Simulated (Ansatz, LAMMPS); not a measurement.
# Site preference of a vacancy of In in In2O3 with crystalline order left by the classical run (100 atoms), part 3 of 3

Aim: make a vacancy of In at several sites of In2O3 with crystalline order left by the classical run (100 atoms), relax each, and compare their energies.

Ansatz 0.2.0; Kohn-Sham DFT, revPBE, PAW (set soft_1), plane waves.

The cell: 40 In and 60 O. The quench rate of 20 K/ps far exceeds what a furnace or splat quench reaches. The starting topology of bonds comes from the classical model. Only the Γ point is sampled, in a cell whose shortest periodic width is 11 Å.

So far. Step 7 (Vacancy of In, site In32): The relaxation converged after 16 steps, 2.51 eV below its start, with a largest force component of 0.038 eV/Å.

## 8. Vacancy of In, site In9

The site has 6 bonded neighbours (O6) at 2.22 Å on average. 

File input.yaml:

```yaml
crystal:
  lattice:
    - [11.16156, 0.0, 0.0]
    - [0.0, 11.16156, 0.0]
    - [0.0, 0.0, 11.16156]
  atoms:
    [... atom lines 1 to 5 left out ...]
    - { symbol: In, position: [0.30114, 0.12218, 0.23749] }
    - { symbol: In, position: [0.80113, 0.14461, 0.73747] }
    - { symbol: In, position: [0.35659, 0.62002, 0.27975] }
    - { symbol: In, position: [0.12593, 0.65365, 0.87773] }
    - { symbol: In, position: [0.57778, 0.65215, 0.70258] }
    - { symbol: In, position: [0.01294, 0.10271, 0.16076] }
    - { symbol: In, position: [0.18436, 0.63347, 0.5237] }
    [... atom lines 13 to 99 left out ...]
kpoints:
  mp_grid: { grid: [1, 1, 1] }
hamiltonian:
  xc: revpbe
  pseudopotentials: { kind: paw, azcp: { folder: soft_1 } }
scf:
  occupations: { method: fermi_dirac, width: 0.05 }
output:
  forces: true
  eigenvalues: true
relax:
  f_tol: 0.05
  max_steps: 90
```

Command:

```
ansatz run input.yaml --threads 4 --pin off --max-ram 8192MiB --backend cpu --events-out ev --progress --plain --runs-dir out
```

Numbers of over 12 decimals in the logs are rounded to 6 here.

The program printed:

```text
[...]
Crystal: 99 atoms, lattice volume = 1390.512 Å³
Basis set: ecut = 420 eV, 27201 PW (Γ), exchange–correlation on 150×150×150 points (8 copies of the dense FFT grid, shifted against one another)
Bands: 533, of which v1, the nominal top of the filled ones, is band 434 counted from 1 (433 counted from 0)
Symmetry: 1 space group operations
[...]
k-points: 1
[...]
SCF iter   1: F=—  HF=-252673.951419 eV  |F-HF|=—  |Δ(HF+E_count)|=         —  Δρ=7.38e-2  dr2=8.20e1  ethr=3.10e-3  ⟨swp⟩=6.0  Hψ=1966  notcnv=0
[...]
SCF iter  15: F=—  HF=-252660.569490 eV  |F-HF|=—  |Δ(HF+E_count)|=   1.30e-5  Δρ=5.94e-5  dr2=6.44e-5  ethr=3.96e-8  ⟨swp⟩=2.0  Hψ=550  notcnv=0  defer=91
SCF iter  16: F=-252660.569475 eV  HF=-252660.569490 eV  |F-HF|=1.44e-5  |Δ(HF+E_count)|=   1.37e-7  Δρ=3.15e-5  dr2=1.81e-5  ethr=7.21e-9  ⟨swp⟩=12.0  Hψ=2436  notcnv=0
SCF 1 converged in 16 iterations: F = -252660.569475 eV  dr2 = 1.81e-5
[...]
relax step   1: F+E_penalty+E_count = -252660.56947543 eV  Δ(F+E_penalty+E_count) = +0.000e0 eV  max|allowed force component| = 1.524e0 eV/Å  Δτ_max = 0.0000 Å  (16 SCF iters, dr2 threshold 6.25e-5 eV, accepted)
[...]
relax step   2: F+E_penalty+E_count = -252661.41557298 eV  Δ(F+E_penalty+E_count) = -8.461e-1 eV  max|allowed force component| = 5.202e-1 eV/Å  Δτ_max = 0.1971 Å  (12 SCF iters, dr2 threshold 1.00e-4 eV, accepted)
[...]
relax step   3: F+E_penalty+E_count = -252661.66976460 eV  Δ(F+E_penalty+E_count) = -2.542e-1 eV  max|allowed force component| = 1.545e-1 eV/Å  Δτ_max = 0.2000 Å  (13 SCF iters, dr2 threshold 1.69e-5 eV, accepted)
relax step   4: F+E_penalty+E_count = -252661.72922974 eV  Δ(F+E_penalty+E_count) = -5.947e-2 eV  max|allowed force component| = 1.068e-1 eV/Å  Δτ_max = 0.2000 Å  (17 SCF iters, accepted)
relax step   5: F+E_penalty+E_count = -252661.76519264 eV  Δ(F+E_penalty+E_count) = -3.596e-2 eV  max|allowed force component| = 1.035e-1 eV/Å  Δτ_max = 0.2000 Å  (15 SCF iters, accepted)
relax step   6: F+E_penalty+E_count = -252661.78777888 eV  Δ(F+E_penalty+E_count) = -2.259e-2 eV  max|allowed force component| = 1.221e-1 eV/Å  Δτ_max = 0.1564 Å  (11 SCF iters, dr2 threshold 5.12e-6 eV, accepted)
relax step   7: F+E_penalty+E_count = -252661.81258837 eV  Δ(F+E_penalty+E_count) = -2.481e-2 eV  max|allowed force component| = 1.438e-1 eV/Å  Δτ_max = 0.2000 Å  (12 SCF iters, dr2 threshold 1.40e-5 eV, accepted)
relax step   8: F+E_penalty+E_count = -252661.82382493 eV  Δ(F+E_penalty+E_count) = -1.124e-2 eV  max|allowed force component| = 3.414e-1 eV/Å  Δτ_max = 0.1953 Å  (12 SCF iters, dr2 threshold 2.07e-5 eV, accepted)
relax step   9: F+E_penalty+E_count = -252661.85882891 eV  Δ(F+E_penalty+E_count) = -3.500e-2 eV  max|allowed force component| = 9.408e-2 eV/Å  Δτ_max = 0.1677 Å  (9 SCF iters, dr2 threshold 1.00e-4 eV, accepted)
[...]
relax step  10: F+E_penalty+E_count = -252661.86946273 eV  Δ(F+E_penalty+E_count) = -1.063e-2 eV  max|allowed force component| = 4.383e-2 eV/Å  Δτ_max = 0.0788 Å  (16 SCF iters, accepted)
SCF converged after 16 iterations
Free energy (F): -252661.869463 eV
[...]
Internal energy: -252661.547489 eV  (E = F + TS)
E sigma→0 (E₀):  -252661.708476 eV
Entropy (-TS):   -0.321974 eV (-3.252 meV/atom)
Fermi energy:    7.829412 eV
[...]
Σ components = -252661.869463   (vs F -252661.869463, Δ=0.00e0)
--- Forces (eV/Å), atoms counted from 1 ---
  atom   1  In     0.00417995     0.00639966    -0.00917263
  atom   2  In     0.02473565    -0.02574341    -0.02030261
  atom   3  In    -0.01353872     0.02012200     0.00145654
  atom   4  In     0.01836134    -0.02020778     0.02642235
[...]
atom  99  O     -0.00053064    -0.00461504    -0.00946296
  max |Σ_I F_I| component: 3.91e-5 eV/Å
--- Band table (eV) ---
[...]
--- Relaxed structure (10 steps of the walk, 10 accepted, 0 SCFs on fresh bases) ---
  F+E_penalty+E_count = -252661.86946273 eV   max|allowed force component| = 4.383e-2 eV/Å
  atoms:
    - { symbol: In, position: [0.910283, 0.396029, 0.978600] }
    - { symbol: In, position: [0.015730, 0.400633, 0.702126] }
    - { symbol: In, position: [0.774772, 0.898564, 0.546767] }
    - { symbol: In, position: [0.580689, 0.367105, 0.155182] }
[...]
- { symbol: O, position: [0.655963, 0.956575, 0.372268] }
```

Run time: 2.5 min. Hardware: 4 threads of Intel Xeon 6975P-C (Granite Rapids), shared host; peak memory 2.2 GiB.

The relaxation converged after 10 steps, 1.30 eV below its start, with a largest force component of 0.044 eV/Å.

The surroundings of the place of the removed atom, after relaxation: 10 atoms, nearest first, with positions taken from that point. Atoms keep their numbers of the cell before the removal, where the removed atom was number 9.

| atom | x | y | z | distance (Å) | bonds |
| --- | --- | --- | --- | --- | --- |
| O47 | 1.70 | 1.10 | -0.66 | 2.14 | 3 |
| O42 | 1.26 | -1.83 | 0.83 | 2.37 | 3 |
| O96 | -1.57 | 1.63 | -0.75 | 2.38 | 3 |
| O93 | -1.75 | -1.66 | -0.14 | 2.41 | 3 |
| O69 | -0.37 | 1.22 | 2.14 | 2.49 | 3 |
| O83 | 0.60 | -1.82 | -2.05 | 2.81 | 3 |
| In30 | 2.81 | -0.18 | 0.75 | 2.91 | 6 |
| In10 | -2.97 | -0.05 | -0.82 | 3.08 | 6 |
| In11 | 1.75 | -0.10 | -2.61 | 3.14 | 6 |
| In18 | -1.98 | 2.37 | 1.29 | 3.34 | 6 |

The column of bonds counts only the pairs O-In within 2.77 Å; other neighbours, such as metal atoms beside each other in a compound, aren't counted, and periodic images can show an atom twice.

The largest move is 0.78 Å, by O74.

## 9. Vacancy of In, site In24

The site has 6 bonded neighbours (O6) at 2.25 Å on average. 

input.yaml, the sections that differ from step 8:

```yaml
crystal:
  lattice:
    - [11.16156, 0.0, 0.0]
    - [0.0, 11.16156, 0.0]
    - [0.0, 0.0, 11.16156]
  atoms:
    [... atom lines 1 to 20 left out ...]
    - { symbol: In, position: [0.40879, 0.87958, 0.47985] }
    - { symbol: In, position: [0.9166, 0.88609, 0.95831] }
    - { symbol: In, position: [0.0778, 0.61463, 0.20264] }
    - { symbol: In, position: [0.41659, 0.38071, 0.45831] }
    - { symbol: In, position: [0.23536, 0.15743, 0.56705] }
    - { symbol: In, position: [0.6679, 0.13964, 0.39931] }
    - { symbol: In, position: [0.57496, 0.4016, 0.86738] }
    [... atom lines 28 to 99 left out ...]
# kpoints, hamiltonian, scf, output, relax: as in step 8
```

The program printed:

```text
[...]
Crystal: 99 atoms, lattice volume = 1390.512 Å³
Basis set: ecut = 420 eV, 27201 PW (Γ), exchange–correlation on 150×150×150 points (8 copies of the dense FFT grid, shifted against one another)
Bands: 533, of which v1, the nominal top of the filled ones, is band 434 counted from 1 (433 counted from 0)
Symmetry: 1 space group operations
[...]
k-points: 1
[...]
SCF iter   1: F=—  HF=-252674.503171 eV  |F-HF|=—  |Δ(HF+E_count)|=         —  Δρ=7.78e-2  dr2=9.91e1  ethr=3.10e-3  ⟨swp⟩=6.0  Hψ=1971  notcnv=0
[...]
SCF iter  17: F=—  HF=-252660.587002 eV  |F-HF|=—  |Δ(HF+E_count)|=   7.63e-6  Δρ=5.91e-5  dr2=7.30e-5  ethr=4.07e-8  ⟨swp⟩=1.0  Hψ=442  notcnv=0  defer=91
SCF iter  18: F=-252660.586982 eV  HF=-252660.587001 eV  |F-HF|=1.92e-5  |Δ(HF+E_count)|=   9.45e-7  Δρ=3.51e-5  dr2=2.20e-5  ethr=7.21e-9  ⟨swp⟩=12.0  Hψ=2407  notcnv=0
SCF 1 converged in 18 iterations: F = -252660.586982 eV  dr2 = 2.20e-5
[...]
relax step   1: F+E_penalty+E_count = -252660.58698193 eV  Δ(F+E_penalty+E_count) = +0.000e0 eV  max|allowed force component| = 1.733e0 eV/Å  Δτ_max = 0.0000 Å  (18 SCF iters, dr2 threshold 6.25e-5 eV, accepted)
[...]
relax step   2: F+E_penalty+E_count = -252661.46832978 eV  Δ(F+E_penalty+E_count) = -8.813e-1 eV  max|allowed force component| = 5.890e-1 eV/Å  Δτ_max = 0.1994 Å  (11 SCF iters, dr2 threshold 1.00e-4 eV, accepted)
[...]
relax step   3: F+E_penalty+E_count = -252661.76942403 eV  Δ(F+E_penalty+E_count) = -3.011e-1 eV  max|allowed force component| = 1.614e-1 eV/Å  Δτ_max = 0.2000 Å  (11 SCF iters, dr2 threshold 2.17e-5 eV, accepted)
relax step   4: F+E_penalty+E_count = -252661.79880092 eV  Δ(F+E_penalty+E_count) = -2.938e-2 eV  max|allowed force component| = 7.536e-2 eV/Å  Δτ_max = 0.0944 Å  (14 SCF iters, accepted)
relax step   5: F+E_penalty+E_count = -252661.80059235 eV  Δ(F+E_penalty+E_count) = -1.791e-3 eV  max|allowed force component| = 1.075e-1 eV/Å  Δτ_max = 0.0454 Å  (12 SCF iters, accepted)
relax step   6: F+E_penalty+E_count = -252661.80482138 eV  Δ(F+E_penalty+E_count) = -4.229e-3 eV  max|allowed force component| = 1.943e-2 eV/Å  Δτ_max = 0.0266 Å  (9 SCF iters, dr2 threshold 2.52e-6 eV, accepted)
[...]
relax step   7: F+E_penalty+E_count = -252661.80482227 eV  Δ(F+E_penalty+E_count) = -8.842e-7 eV  max|allowed force component| = 1.939e-2 eV/Å  Δτ_max = 0.0000 Å  (5 SCF iters, accepted)
SCF converged after 5 iterations
Free energy (F): -252661.804822 eV
[...]
Internal energy: -252661.453547 eV  (E = F + TS)
E sigma→0 (E₀):  -252661.629185 eV
Entropy (-TS):   -0.351275 eV (-3.548 meV/atom)
Fermi energy:    7.781522 eV
[...]
Σ components = -252661.804822   (vs F -252661.804822, Δ=0.00e0)
--- Forces (eV/Å), atoms counted from 1 ---
  atom   1  In    -0.00735358    -0.00141878     0.00302656
  atom   2  In    -0.00805099    -0.00428317     0.00424020
  atom   3  In    -0.00855578    -0.00535848     0.00487239
  atom   4  In     0.00147009    -0.00189329     0.00725808
[...]
atom  99  O      0.00250394    -0.00246719     0.00313522
  max |Σ_I F_I| component: 1.51e-5 eV/Å
--- Band table (eV) ---
[...]
--- Relaxed structure (7 steps of the walk, 7 accepted, 0 SCFs on fresh bases) ---
  F+E_penalty+E_count = -252661.80482227 eV   max|allowed force component| = 1.939e-2 eV/Å
  atoms:
    - { symbol: In, position: [0.909911, 0.388055, 0.978700] }
    - { symbol: In, position: [0.013347, 0.398784, 0.702454] }
    - { symbol: In, position: [0.773004, 0.898561, 0.548224] }
    - { symbol: In, position: [0.574319, 0.370064, 0.155812] }
[...]
- { symbol: O, position: [0.657890, 0.957703, 0.381485] }
```

It took 89 s on 4 threads; peak memory 2.2 GiB.

The relaxation converged after 7 steps, 1.22 eV below its start, with a largest force component of 0.019 eV/Å.

The surroundings of the place of the removed atom, after relaxation: 13 atoms, nearest first, with positions taken from that point. Atoms keep their numbers of the cell before the removal, where the removed atom was number 24.

| atom | x | y | z | distance (Å) | bonds |
| --- | --- | --- | --- | --- | --- |
| O66 | 1.53 | 1.44 | 0.72 | 2.22 | 3 |
| O90 | -1.64 | 1.60 | -0.20 | 2.30 | 3 |
| O62 | -1.44 | -1.65 | -0.88 | 2.36 | 3 |
| O59 | -0.56 | -1.22 | 2.13 | 2.52 | 3 |
| O55 | 1.85 | -1.76 | 0.14 | 2.56 | 3 |
| O43 | 0.42 | 1.65 | -2.34 | 2.90 | 3 |
| In8 | -2.84 | 0.05 | -1.00 | 3.01 | 6 |
| In17 | 3.01 | -0.06 | 0.75 | 3.10 | 6 |
| In16 | 1.88 | 2.59 | -1.15 | 3.40 | 6 |
| In20 | 1.08 | -2.51 | 2.04 | 3.41 | 6 |
| In25 | -2.17 | -2.48 | 1.03 | 3.45 | 6 |
| O98 | -3.31 | -0.76 | 0.98 | 3.53 | 3 |
| In11 | -0.57 | 0.39 | 3.52 | 3.59 | 6 |

The column of bonds counts only the pairs O-In within 2.77 Å; other neighbours, such as metal atoms beside each other in a compound, aren't counted, and periodic images can show an atom twice.

The largest move is 0.41 Å, by O59.

## 10. The sites compared

All these cells hold the same atoms, so their energies can be compared with no chemical potential.

| site | neighbours | mean distance (Å) | atoms within 6 Å | energy over the best site (eV) | before relaxation (eV) | gain on relaxing (eV) |
| --- | --- | --- | --- | --- | --- | --- |
| In32 | O6 | 2.23 | 62 | 0.00 | 0.64 | 2.51 |
| In15 | O4 | 2.11 | 64 | 0.54 | 0.00 | 1.34 |
| In20 | O6 | 2.27 | 63 | 1.06 | 0.91 | 1.72 |
| In9 | O6 | 2.22 | 63 | 1.39 | 0.82 | 1.30 |
| In24 | O6 | 2.25 | 61 | 1.46 | 0.80 | 1.22 |

Neighbours are those of the relaxed host within 2.68 Å (O-In); other pairs aren't counted.

## 11. Outcome

The cheapest site is In32 (6 neighbours, O6); the dearest, In24 (6 neighbours, O6), costs 1.5 eV more. By coordination the energies over the best site are 0.54 eV with 4 neighbours and 0.00 to 1.46 eV with 6 neighbours. The chemistry differs between sites, which can decide the order more than coordination does: at In32 an O–O bond under 1.6 Å formed. Relaxation changes the order: the best site before relaxing was In15.

Caveats: Defects are neutral and interact with their images. In a disordered cell the relaxation can also rearrange atoms far from the site. Only 5 of the 40 In sites were tried, so a cheaper one may exist. The change leaves an odd electron count, and these runs have no spin polarisation. The stress is far from hydrostatic: its diagonal is 5.6, -5.9, 0.6 GPa, compression counted positive.

The DFT runs together took 12 min of wall time.

[Logs are printed without paths, hosts, clocks, repeated set-up lines and the standing remarks that a program may print on its own settings, such as how far it seeks lower states.]

[Hosts, paths, dates, database ids (printed as entryN), source tags and the programs' standing remarks are cut or masked in the printed files.]
